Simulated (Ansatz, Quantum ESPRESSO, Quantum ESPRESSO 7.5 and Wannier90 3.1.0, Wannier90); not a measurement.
# Ballistic channels from Wannier functions: straight Rh chain, spacing 2.14 Å

Aim: a Wannier model and the conductance steps that follow from it, for this wire: straight Rh chain, spacing 2.14 Å.

Method: plane-wave DFT, PBE, PseudoDojo norm-conserving pseudopotentials (cross-check by Ansatz 0.2.0 with PAW datasets), in Quantum ESPRESSO 7.5 and Wannier90 3.1.0.

Most raw output is cut from this account.

## 1. The starting structure

The cell holds 1 atom: 1 Rh. Cell: a = 8.000 Å, b = 8.000 Å, c = 2.139 Å, α = 90.0°, β = 90.0°, γ = 90.0°. Vacuum lies along a and b. The structure's axis is c.

## 2. Self-consistent run

scf.in

```
&control
  prefix = 'scf'
  outdir = './out'
  pseudo_dir = './pseudo'
  calculation = 'scf'
  tprnfor = .true.
/
&system
  ibrav = 0
  nat = 1
  ntyp = 1
  ecutwfc = 80
  ecutrho = 320
  occupations = 'smearing'
  smearing = 'mv'
  degauss = 0.005
/
&electrons
  conv_thr = 1e-07
  mixing_beta = 0.4
  electron_maxstep = 120
  mixing_mode = 'local-TF'
/
ATOMIC_SPECIES
  Rh  102.9055  Rh.dojo-sr-pbe-0.4.1-standard.upf
CELL_PARAMETERS angstrom
  8.00000000000000 0.00000000000000 0.00000000000000
  0.00000000000000 8.00000000000000 0.00000000000000
  0.00000000000000 0.00000000000000 2.13900000000000
ATOMIC_POSITIONS crystal
  Rh  0.000000000000 0.000000000000 0.000000000000
K_POINTS automatic
  1 1 32 0 0 0
```

Launch:

```console
> OMP_NUM_THREADS=1 mpirun -n 4 pw.x -nk 2 -in scf.in > scf.out
```

It took 18 s on 4 MPI ranks of Arm Neoverse V2, shared host; peak memory 0.35 GiB; 71 s of CPU time.

Numbers from this step:

```
free energy  : -3188.2163 eV
Fermi energy : -2.567 eV
```

The program's own clock; routines nest. Time by routine:

| routine | wall time (s) | calls |
| --- | --- | --- |
| PWSCF | 17.4 | 1 |
| electrons | 16.9 | 1 |
| c_bands | 11.19 | 20 |
| cegterg | 10.49 | 180 |
| fftw | 10.2 | 12854 |
| h_psi | 9.49 | 530 |
| vloc_psi | 8.97 | 530 |
| mix_rho | 2.86 | 20 |
| sum_band | 2.26 | 20 |
| ffts | 1.6 | 1528 |
| v_of_rho | 0.54 | 20 |
| init_run | 0.38 | 1 |
| init_us_2 | 0.31 | 378 |
| wfcinit | 0.26 | 1 |

The run needed 19 iterations to bring the estimated error under 1e-07 Ry.

## 3. Full uniform mesh without symmetry

Wannier90 needs the states on a whole uniform mesh, listed point by point, without symmetry.

nscf.in

```
&control
  prefix = 'nscf'
  outdir = './out'
  pseudo_dir = './pseudo'
  calculation = 'nscf'
/
&system
  ibrav = 0
  nat = 1
  ntyp = 1
  ecutwfc = 80
  ecutrho = 320
  occupations = 'smearing'
  smearing = 'mv'
  degauss = 0.005
  nosym = .true.
  noinv = .true.
  nbnd = 37
/
&electrons
  conv_thr = 1e-08
  mixing_beta = 0.4
  electron_maxstep = 120
  mixing_mode = 'local-TF'
  diago_full_acc = .true.
/
ATOMIC_SPECIES
  Rh  102.9055  Rh.dojo-sr-pbe-0.4.1-standard.upf
CELL_PARAMETERS angstrom
  8.00000000000000 0.00000000000000 0.00000000000000
  0.00000000000000 8.00000000000000 0.00000000000000
  0.00000000000000 0.00000000000000 2.13900000000000
ATOMIC_POSITIONS crystal
  Rh  0.000000000000 0.000000000000 0.000000000000
K_POINTS crystal
16
  0.0000000000 0.0000000000 0.0000000000 0.0625
  0.0000000000 0.0000000000 0.0625000000 0.0625
  0.0000000000 0.0000000000 0.1250000000 0.0625
  0.0000000000 0.0000000000 0.1875000000 0.0625
  0.0000000000 0.0000000000 0.2500000000 0.0625
  0.0000000000 0.0000000000 0.3125000000 0.0625
  0.0000000000 0.0000000000 0.3750000000 0.0625
  0.0000000000 0.0000000000 0.4375000000 0.0625
  0.0000000000 0.0000000000 0.5000000000 0.0625
  0.0000000000 0.0000000000 0.5625000000 0.0625
  0.0000000000 0.0000000000 0.6250000000 0.0625
  0.0000000000 0.0000000000 0.6875000000 0.0625
  0.0000000000 0.0000000000 0.7500000000 0.0625
  0.0000000000 0.0000000000 0.8125000000 0.0625
  0.0000000000 0.0000000000 0.8750000000 0.0625
  0.0000000000 0.0000000000 0.9375000000 0.0625
```

Launch:

```console
> cp -r out/scf.save out/nscf.save
> cp out/scf.xml out/nscf.xml
> OMP_NUM_THREADS=1 mpirun -n 4 pw.x -nk 1 -in nscf.in > nscf.out
```

Wall time 17 s (4 MPI ranks); peak memory 0.21 GiB.

Read from the output:

| Quantity | Value |
| --- | --- |
| Fermi energy | -2.572 eV |

The program's own clock; routines nest. Time by routine:

| routine | wall time (s) | calls |
| --- | --- | --- |
| PWSCF | 16.87 | 1 |
| electrons | 16.7 | 1 |
| c_bands | 16.7 | 1 |
| cegterg | 16.01 | 34 |
| h_psi | 11.4 | 665 |
| vloc_psi | 10.83 | 665 |
| fftw | 10.1 | 24866 |
| cdiaghg | 0.78 | 631 |
| h_psi:calbec | 0.27 | 665 |
| calbec | 0.27 | 665 |
| add_vuspsi | 0.24 | 665 |
| g_psi | 0.12 | 615 |
| init_run | 0.07 | 1 |
| hinit0 | 0.03 | 1 |

## 4. Neighbour list from wannier90 -pp, with dis_win_max − E_F = 9.0

A first try, with customary settings: the .win file sets projections and windows, and states in the frozen window are kept exactly.

wan_try.win

```
num_wann = 9
num_bands = 37
num_iter = 200
num_print_cycles = 20
conv_tol = 1e-8
conv_window = 5
guiding_centres = true
dis_num_iter = 1500
dis_conv_tol = 1e-8
dis_win_min = -13.5671
dis_win_max = 6.4329
dis_froz_max = -1.0671
search_shells = 120
fermi_energy = -2.5671

transport = true
transport_mode = bulk
one_dim_axis = z
dist_cutoff = 17.01
dist_cutoff_mode = one_dim
tran_win_min = -4.0
tran_win_max = 2.0
tran_energy_step = 0.02

bands_plot = true
bands_num_points = 96
begin kpoint_path
G 0.0 0.0 0.0 Z 0.0 0.0 0.5
end kpoint_path

begin projections
Rh:s;p;d
end projections

begin unit_cell_cart
ang
  8.0000000000 0.0000000000 0.0000000000
  0.0000000000 8.0000000000 0.0000000000
  0.0000000000 0.0000000000 2.1390000000
end unit_cell_cart

begin atoms_frac
  Rh 0.0000000000 0.0000000000 0.0000000000
end atoms_frac

mp_grid = 1 1 16
begin kpoints
  0.0 0.0 0.0000000000
  0.0 0.0 0.0625000000
  0.0 0.0 0.1250000000
  0.0 0.0 0.1875000000
  0.0 0.0 0.2500000000
  0.0 0.0 0.3125000000
  0.0 0.0 0.3750000000
  0.0 0.0 0.4375000000
  0.0 0.0 0.5000000000
  0.0 0.0 0.5625000000
  0.0 0.0 0.6250000000
  0.0 0.0 0.6875000000
  0.0 0.0 0.7500000000
  0.0 0.0 0.8125000000
  0.0 0.0 0.8750000000
  0.0 0.0 0.9375000000
end kpoints
```

Launch:

```console
> OMP_NUM_THREADS=1 wannier90.x -pp wan_try > wan_try.pp.log
```

Elapsed: 0.46 s, on 1 MPI rank; peak memory 0.09 GiB.

## 5. Overlaps and projections

The same post-processing, on the changed run.

wan_try.p2w.in

```
&inputpp
  prefix = 'nscf'
  outdir = './out'
  seedname = 'wan_try'
  write_mmn = .true.
  write_amn = .true.
  write_unk = .false.
/
```

Launch:

```console
> OMP_NUM_THREADS=1 mpirun -n 4 pw2wannier90.x -in wan_try.p2w.in > wan_try.p2w.out
```

Wall time 6.7 s (4 MPI ranks); peak memory 0.19 GiB.

## 6. Localisation, bands and conductance, with dis_win_max − E_F = 9.0

wan_try.win is that of step 4.

Launch:

```console
> OMP_NUM_THREADS=1 wannier90.x wan_try > wan_try.run.log
```

It took 0.53 s on 1 MPI rank; peak memory 0.09 GiB.

The input was rejected at the start.

The fault put into the input: an outer window with fewer states than Wannier functions at some k (dis_win_max − E_F = 9.0).

The outer window must hold at least num_wann states at every k: widen it, with enough bands computed to fill it.

## 7. Neighbour list from wannier90 -pp

The cure tried: a wider outer window, at both ends where needed.

The .win file sets projections and windows: states in the frozen window are kept exactly, the outer window gives room to disentangle.

wan.win is the input of step 6 with these lines changed:

```diff
@@ -10,3 +10,3 @@
 dis_win_min = -13.5671
-dis_win_max = 6.4329
+dis_win_max = 17.4329
 dis_froz_max = -1.0671
```

Launch:

```console
> OMP_NUM_THREADS=1 wannier90.x -pp wan > wan.pp.log
```

It took 0.45 s on 1 MPI rank; peak memory 0.09 GiB.

## 8. Overlaps and projections

pw2wannier90.x computes the overlaps between neighbouring k-points and the projections.

wan.p2w.in is the input of step 5 with these lines changed:

```diff
@@ -3,3 +3,3 @@
   outdir = './out'
-  seedname = 'wan_try'
+  seedname = 'wan'
   write_mmn = .true.
```

Launch:

```console
> OMP_NUM_THREADS=1 mpirun -n 4 pw2wannier90.x -in wan.p2w.in > wan.p2w.out
```

Elapsed: 6.7 s, on 4 MPI ranks; peak memory 0.18 GiB.

## 9. Wannier functions and transport

After disentangling and localising, transport_mode = bulk builds principal layers from hoppings within dist_cutoff and counts open channels.

wan.win is that of step 7.

Launch:

```console
> OMP_NUM_THREADS=1 wannier90.x wan > wan.run.log
```

It took 11 s on 1 MPI rank; peak memory 0.09 GiB.

This step gave:

| Quantity | Value |
| --- | --- |
| lead channels at the Fermi level, one spin | 4.000 |
| total spread | 11.49 Å² |
| gauge-invariant spread | 9.352 Å² |
| largest misfit to plane-wave levels between mesh points, inside the frozen window | 0.005208 eV |

Per spin. Table of quantum conductance of the perfect wire, open channels by energy, zero at the Fermi level:

| energy (eV) | quantum conductance of the perfect wire, open channels |
| --- | --- |
| -4.000 | 3 |
| -3.800 | 3 |
| -3.600 | 3 |
| -3.400 | 3 |
| -3.200 | 3 |
| -3.000 | 3 |
| -2.800 | 3 |
| -2.600 | 3 |
| -2.400 | 3 |
| -2.200 | 3 |
| -2.000 | 3 |
| -1.800 | 3 |
| -1.600 | 5.00 |
| -1.400 | 5 |
| -1.200 | 5.00 |
| -1.020 | 6 |
| -0.800 | 6 |
| -0.600 | 6 |
| -0.400 | 6 |
| -0.200 | 6 |
| 0.000 | 4.00 |
| 0.200 | 4 |
| 0.400 | 4 |
| 0.600 | 4 |
| 0.800 | 4 |
| 1.000 | 4 |
| 1.200 | 4 |
| 1.400 | 4 |
| 1.600 | 3 |
| 1.800 | 1.00 |
| 2.000 | 1 |

Wannier functions:

| no. | x (Å) | y (Å) | z (Å) | spread (Å²) |
| --- | --- | --- | --- | --- |
| 1 | 1.931 | 0.2545 | 6.40e-5 | 1.942 |
| 2 | 0.3194 | 0.1425 | -1.069 | 1.825 |
| 3 | -1.241 | -0.03755 | -3.60e-5 | 1.691 |
| 4 | 0.04328 | -0.8656 | -8.00e-6 | 1.531 |
| 5 | 0.08316 | 0.01347 | 4.15e-4 | 0.8203 |
| 6 | -0.03918 | 0.001991 | -4.35e-4 | 0.7751 |
| 7 | 8.76e-4 | -0.02299 | -2.80e-5 | 0.7541 |
| 8 | -0.05494 | 0.6618 | 2.30e-5 | 1.341 |
| 9 | 0.01013 | -0.02759 | 2.00e-6 | 0.8098 |

Electronic bands along the path, in eV, zero at the Fermi level; # counts the bands kept:

| point | #1 | #2 | #3 | #4 | #5 | #6 | #7 | #8 |
| --- | --- | --- | --- | --- | --- | --- | --- | --- |
| Γ | -6.71 | -1.67 | -1.67 | -1.18 | 1.78 | 1.78 | 3.43 | 3.88 |
| halfway | -2.40 | -2.40 | -2.24 | -0.90 | -0.90 | 0.87 | 6.75 | 7.53 |
| Z | -4.83 | -4.83 | -0.01 | -0.01 | 1.48 | 8.18 | 11.54 | 11.70 |

Bands and channels are those of the Wannier model: bands that were not projected, and all outside the frozen window, are missing or only approximate.

Disentanglement stopped at its cap on iterations, so these spreads are not final.

At least 1 of the functions sits far from every atom, off the bonds: the outer window has let in states of the vacuum, so the basis is not the atomic one that was projected.

## 10. Neighbour list from wannier90 -pp, with dist_cutoff = 4.71

How much does a setting matter? One run is repeated with a change.

wan_w.win is the input of step 9 with these lines changed:

```diff
@@ -18,3 +18,3 @@
 one_dim_axis = z
-dist_cutoff = 17.01
+dist_cutoff = 4.71
 dist_cutoff_mode = one_dim
```

Launch:

```console
> OMP_NUM_THREADS=1 wannier90.x -pp wan_w > wan_w.pp.log
```

It took 0.45 s on 1 MPI rank; peak memory 0.09 GiB.

## 11. Overlaps and projections

wan_w.p2w.in

```
&inputpp
  prefix = 'nscf'
  outdir = './out'
  seedname = 'wan_w'
  write_mmn = .true.
  write_amn = .true.
  write_unk = .false.
/
```

Launch:

```console
> OMP_NUM_THREADS=1 mpirun -n 4 pw2wannier90.x -in wan_w.p2w.in > wan_w.p2w.out
```

Wall time 6.7 s (4 MPI ranks); peak memory 0.19 GiB.

## 12. Wannier functions and transport, with dist_cutoff = 4.71

A sensitivity test on the input.

wan_w.win is the input of step 9 with these lines changed:

```diff
@@ -18,3 +18,3 @@
 one_dim_axis = z
-dist_cutoff = 17.01
+dist_cutoff = 4.71
 dist_cutoff_mode = one_dim
```

Launch:

```console
> OMP_NUM_THREADS=1 wannier90.x wan_w > wan_w.run.log
```

The job ended after 4.3 s (1 MPI rank; peak memory 0.09 GiB).

The total spread is 11.5 against 11.5 Å². Between −2 and 1.5 eV the channel count differs from the first run's at 6 % of the energies, and at the Fermi level it is 4 against 4. Spreads don't depend on this cutoff; only the transport does.

## 13. The same in Ansatz

As a check, the same structure is run in Ansatz.

Level of this step: plane-wave DFT, PBE, Ansatz PAW (Ansatz 0.2.0).

System of this step: straight Rh chain, spacing 2.14 Å, 2 periods. The cell holds 2 atoms: 2 Rh. Its edges and angles: a = 8.000 Å, b = 8.000 Å, c = 4.278 Å, α = 90.0°, β = 90.0°, γ = 90.0°. Vacuum lies along a and b. The structure's axis is c.

input.yaml

```yaml
crystal:
  lattice:
    - [8.0, 0.0, 0.0]
    - [0.0, 8.0, 0.0]
    - [0.0, 0.0, 4.278]
  atoms:
    - { symbol: Rh, position: [0.0, 0.0, 0.0] }
    - { symbol: Rh, position: [0.0, 0.0, 0.5] }
kpoints:
  mp_grid: { grid: [1, 1, 16] }
hamiltonian:
  xc: pbe
scf:
  occupations: { method: fermi_dirac, width: 0.05 }
  convergence: { dr2_threshold: 1.0e-08 }
output:
  transmission:
    leads: [[0, 0]]
    e_range: [-4.0, 2.0]
    de: 0.05
    kmesh: [1, 1]
    reduced_basis: true
```

Launch:

```console
> ansatz run input.yaml --threads 4 --pin off --max-ram 12288MiB --backend cpu --events-out ev --progress --plain --runs-dir out
```

Elapsed: 14 s, on 4 threads; peak memory 0.55 GiB; 49 s of CPU time.

This step gave:

```
free energy                                : -12799.1077 eV
energy at zero smearing                    : -12799.0760 eV
smearing term TS                           : 0.06334 eV
Fermi energy                               : -2.541 eV
symmetry operations                        : 32
lead channels at the Fermi level, one spin : 4
```

Per spin. Open channels against energy, zero at the Fermi level:

| energy (eV) | open channels |
| --- | --- |
| -4.0000 | 3 |
| -3.7500 | 3 |
| -3.5000 | 3 |
| -3.2500 | 3 |
| -3.0000 | 3 |
| -2.7500 | 3 |
| -2.5000 | 3 |
| -2.2500 | 3 |
| -2.0000 | 3 |
| -1.7500 | 3 |
| -1.5000 | 5 |
| -1.2500 | 5 |
| -1.0000 | 6 |
| -0.7500 | 6 |
| -0.5000 | 6 |
| -0.2500 | 6 |
| 0.0000 | 4 |
| 0.2500 | 4 |
| 0.5000 | 4 |
| 0.7500 | 4 |
| 1.0000 | 4 |
| 1.2500 | 4 |
| 1.5000 | 3 |
| 1.7500 | 3 |
| 2.0000 | 1 |

## 14. By hand

4 channels × 77.48 µS = 310 µS, a two-terminal resistance of 12.906/4 = 3.23 kΩ whatever the wire's length, as long as nothing scatters.

## 15. Results

```json
{
  "open channels at the Fermi level, per spin": "4",
  "total spread": "11.5 Å²",
  "gauge-invariant spread": "9.35 Å²",
  "largest band misfit in the frozen window": "0.00521 eV",
  "channels at the Fermi level by Ansatz": "4"
}
```

What this shows: The wire offers 4 channels per spin at the Fermi level. Between -4 and 1.5 eV the channel count from Wannier functions equals that from Ansatz's layer matching at 99 % of the energies; outside the frozen window the Wannier bands are not held to the plane-wave ones. A band edge of the lead lies within 0.06 eV of the Fermi level, so the channel count there hangs on small shifts and on temperature. Each plane-wave level in the frozen window has a Wannier level within 0.01 eV; this test doesn't see extra bands that a model may add. Disentanglement stopped at its cap on iterations, so the spreads are not final; the frozen states are kept all the same. At least one function lies in the vacuum, so the spreads don't describe atomic orbitals, though the frozen bands are still reproduced. The wire is perfect, so the conductance only counts bands: each channel, with its partner of the other spin, carries G₀ = 2e²/h. It was run without spin polarisation, which was not tested.

[Logs are printed without paths, hosts, clocks, repeated set-up lines and the standing remarks that a program may print on its own settings, such as how far it seeks lower states.]

[Hosts, paths, dates, database ids (printed as entryN), source tags and the programs' standing remarks are cut or masked in the printed files.]

[Maps of the electrostatic potential energy from Ansatz leave out the sawtooth potential of an applied field or a dipole correction, so their vacuum need not be flat; planar profiles and work functions include it.]
